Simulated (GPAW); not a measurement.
Entries from a set of simulations; values are calculated unless marked as measured.

**InF3 (R-3c): G0W0 with GPAW, start to end**

Symmetry: R-3c, No. 167, trigonal system. Conventional cell: a = 5.204 Å, b = 5.204 Å, c = 14.723 Å, α = 90.00°, β = 90.00°, γ = 120.00°. Nearest to In lie 6 F at 2.08 Å. Nearest to F lie 2 In at 2.08 Å. Farther neighbours and most contacts between anions are not listed.

```yaml
method: DFT, LDA, plane waves, PAW (and 1 further level or step)
program: GPAW 26.7.0
settings_of_one_run: cutoff 600 eV, GPAW PAW setups 1.2.1 data release, 4×4×4 k-mesh, nbands 397
cost: 3 runs, 11 min in all on 8 MPI ranks of Intel Xeon Platinum 8259CL at 2.50GHz (Skylake/Cascade Lake), shared host (the runs of this entry)
notes: The cell and positions are those that the Materials Project relaxed with its own functionals (PBE, PBE+U or r2SCAN), kept fixed. Limits: no spin-orbit coupling. Bands and cutoff are finite, so the gap is not at the basis limit. The miss can reach some tenths of an eV and take either sign; the mesh is an error of its own.
lda_gap: 4.00 eV, indirect (only 35 meV under the direct gap)
g0w0_gap_on_the_mesh: 7.52 eV
gw_settings: 4×4×4 mesh, 180 bands, screening to 78 eV, Godby-Needs plasmon pole
known_limits: not at the basis limit; no spin-orbit coupling
```

G0W0 moves the gap on the mesh from 4.00 eV to 7.52 eV (+3.52 eV), with Z of 0.81 and 0.87 at the edges. Only 2 of the mesh's irreducible points were corrected, so a valley elsewhere could overtake.

[Paths, hosts, dates, memory and timing lines, banners, echoed tables and standing remarks are left out of the program output.]

[Logs are printed without paths, hosts, clocks, repeated set-up lines and the standing remarks that a program may print on its own settings, such as how far it seeks lower states.]

[Runs of the session that timed out or met a known fault of the program may be left out.]

[Hosts, paths, dates, database ids (printed as entryN), source tags and the programs' standing remarks are cut or masked in the printed files.]
